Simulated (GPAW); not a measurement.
# Screening of a field by 2H-VSeTe monolayer, part 2 of 2

Aim: the dipole that a field along the normal induces in 2H-VSeTe monolayer.

GPAW 26.7.0; GPAW, PAW setups; layer in a repeated cell with vacuum, relaxation of atoms and in-plane cell (the session's first sound run).

So far. Step 8 (In a field): The dipole is now 0.00627 e Å, against -0.028 in the run without a field.

### 9. Field on

Contents of run.py:

```python
import json
import numpy as np
from ase import Atoms
from gpaw import GPAW, PW
from gpaw.external import ConstantElectricField

slab = Atoms(
    ['Te', 'V', 'Se'],
    positions=[
        [0.00000, 2.00586, 9.00000],
        [-0.00000, -0.00000, 10.83901],
        [0.00000, 2.00586, 12.33867]],
    cell=[[3.47424, 0.0, 0.0], [-1.73712, 3.00878, 0.0], [0.0, 0.0, 21.3387]],
    pbc=[True, True, False],
    magmoms=[0.0, 1.0, 0.0])

slab.calc = GPAW(mode=PW(400), xc='PBE', kpts={'size': (9, 9, 1), 'gamma': True},
                 occupations={'name': 'fermi-dirac', 'width': 0.05}, nbands='160%',
                 convergence={'density': 1e-05}, maxiter=200,
                 poissonsolver={'dipolelayer': 'xy'},
                 external=ConstantElectricField(0.2, [0, 0, 1]),
                 symmetry={'tolerance': 1e-3}, txt='slab.txt')
result = {}
energy = slab.get_potential_energy()
fermi = slab.calc.get_fermi_level()
v = slab.calc.get_electrostatic_potential().mean((0, 1)) - fermi
n = slab.calc.get_pseudo_density().mean((0, 1))
L = slab.cell[2, 2]
z = np.arange(len(v)) * L / len(v)
low, high = slab.positions[:, 2].min(), slab.positions[:, 2].max()
below, above = np.interp([low - 6.8, high + 6.8], z, v)
slopes = [np.interp(x, z, np.gradient(v, z)) for x in (low - 6.8, high + 6.8)]
eps = np.array([[slab.calc.get_eigenvalues(k, s) for k in range(len(slab.calc.get_ibz_k_points()))]
                for s in range(slab.calc.get_number_of_spins())]) - fermi
top, bottom = eps[eps < 0].max(), eps[eps > 0].min()
dipole = slab.get_dipole_moment()[2]
print(f'energy {energy:.4f} eV, Fermi level {fermi:.4f} eV, dipole {dipole:.5f} e A')
print(f'potential 6.8 A off the faces, from the Fermi level: lower {below:.4f} eV, upper {above:.4f} eV')
print(f'slope of the potential there: lower {slopes[0]:.5f}, upper {slopes[1]:.5f} eV/A')
print(f'nearest levels on the mesh: {top:.4f} and {bottom:.4f} eV')
print('magnetic moment', round(slab.get_magnetic_moment(), 3))
result.update(energy=energy, fermi=fermi, dipole=dipole, below=below, above=above, slopes=slopes, edges=[top, bottom],
              z=z.tolist(), v=v.tolist(), n=n.tolist(), positions=slab.positions.tolist(),
              forces=slab.get_forces(apply_constraint=False).tolist(), moments=slab.get_magnetic_moments().tolist())
json.dump(result, open('result.json', 'w'))
```

On the command line:

```console
$ OMP_NUM_THREADS=1 OPENBLAS_NUM_THREADS=1 python run.py
```

Elapsed: 2.5 min, on 1 thread of Intel Xeon at 2.60GHz (Ice Lake), shared host; peak memory 0.37 GiB.

The electrostatic potential energy of an electron (without an applied field's), less the Fermi level, planar mean by z:

| z (Å) | electrostatic potential energy of an electron (without an applied field's), less the Fermi level, planar mean (eV) |
| --- | --- |
| 0 | 5.09 |
| 1 | 5.44 |
| 2 | 5.44 |
| 3 | 5.44 |
| 4 | 5.44 |
| 5 | 5.44 |
| 6 | 5.42 |
| 7 | 5.16 |
| 8 | 1.18 |
| 9 | -21.1 |
| 10 | -2.99 |
| 11 | -11.1 |
| 12 | -11.6 |
| 13 | -1.79 |
| 14 | 4.42 |
| 15 | 4.73 |
| 16 | 4.74 |
| 17 | 4.74 |
| 18 | 4.74 |
| 19 | 4.74 |
| 20 | 4.74 |
| 21 | 4.79 |

The dipole is now 0.0401 e Å, against -0.028 in the run without a field.

### 10. Field on

Changes to run.py since step 9:

```diff
@@ -20,3 +20,3 @@
                  poissonsolver={'dipolelayer': 'xy'},
-                 external=ConstantElectricField(0.2, [0, 0, 1]),
+                 external=ConstantElectricField(0.3, [0, 0, 1]),
                  symmetry={'tolerance': 1e-3}, txt='slab.txt')
```

Elapsed: 2.6 min, on 1 thread; peak memory 0.37 GiB.

The dipole is now 0.0740 e Å, against -0.028 in the run without a field.

### 11. The series

The members are put on one axis.

This step: induced dipole against applied field (GPAW 26.7.0).

Table of dipole along the normal by field:

```
field (V/Å)  dipole along the normal (e·Å)
     -0.200                        -0.0951
     -0.100                        -0.0613
     -0.050                        -0.0444
      0.000                        -0.0277
      0.050                        -0.0106
      0.100                        0.00627
      0.200                         0.0401
      0.300                         0.0740
```

### 12. A changed run

One more run, with changed settings.

This step: GPAW, PAW setups; slab in vacuum (GPAW 26.7.0).

Changes to run.py since step 10:

```diff
@@ -4,3 +4,2 @@
 from gpaw import GPAW, PW
-from gpaw.external import ConstantElectricField
 
@@ -17,6 +16,5 @@
 slab.calc = GPAW(mode=PW(400), xc='PBE', kpts={'size': (9, 9, 1), 'gamma': True},
-                 occupations={'name': 'fermi-dirac', 'width': 0.05}, nbands='160%',
-                 convergence={'density': 1e-05}, maxiter=200,
+                 occupations={'name': 'fermi-dirac', 'width': 1.0}, nbands='160%',
+                 convergence={'density': 1e-05}, maxiter=50,
                  poissonsolver={'dipolelayer': 'xy'},
-                 external=ConstantElectricField(0.3, [0, 0, 1]),
                  symmetry={'tolerance': 1e-3}, txt='slab.txt')
```

Elapsed: 56 s, on 1 thread; peak memory 0.26 GiB.

The run finished. A setting was moved off its sound value on purpose, so it serves as a test and not as the result.

The fault put into the input: a smearing of electronvolts (width = 1.0).

Side by side:

```csv
quantity,this run,sound run,difference
dipole along the normal (e·Å),-0.019318,-0.027733,0.00841
sum of the site moments (μB),-4.717e-6,0.83266,-0.833
```

The two runs differ clearly in the sum of the site moments: -4.7e-6 μB against 0.833 μB.

### 13. Summary of results

```
work function, upper and lower face            : 5.312 and 4.835 eV
dipole along the normal                        : -0.0277 e Å
induced dipole per field                       : 0.338 e Å per V/Å
out-of-plane polarisability per area, α/(ε0 A) : 5.85 Å
```

What this shows: The field induces 0.338 e Å per V/Å, a polarisable thickness α/(ε0 A) of 5.85 Å beside 3.34 Å between the outermost nuclei. A perfect conductor would give the distance between its two image planes; a dielectric of thickness t gives t(1 - 1/ε). The two faces differ by 0.48 eV, the step that the slab's dipole makes (e p/(ε0 A) gives 0.48 eV), so the dipole layer is needed. The induced dipole is linear in the field over this range. The relaxation of atoms and cell ran in a fully periodic cell without the dipole layer, so the atoms of this polar layer felt a small spurious field. One magnetic start was tried; another order may lie lower. The layer's cell and atoms come from the relaxation; spin-orbit coupling and temperature are left out.

[Logs are printed without paths, hosts, clocks, repeated set-up lines and the standing remarks that a program may print on its own settings, such as how far it seeks lower states.]

[Hosts, paths, dates, database ids (printed as entryN), source tags and the programs' standing remarks are cut or masked in the printed files.]
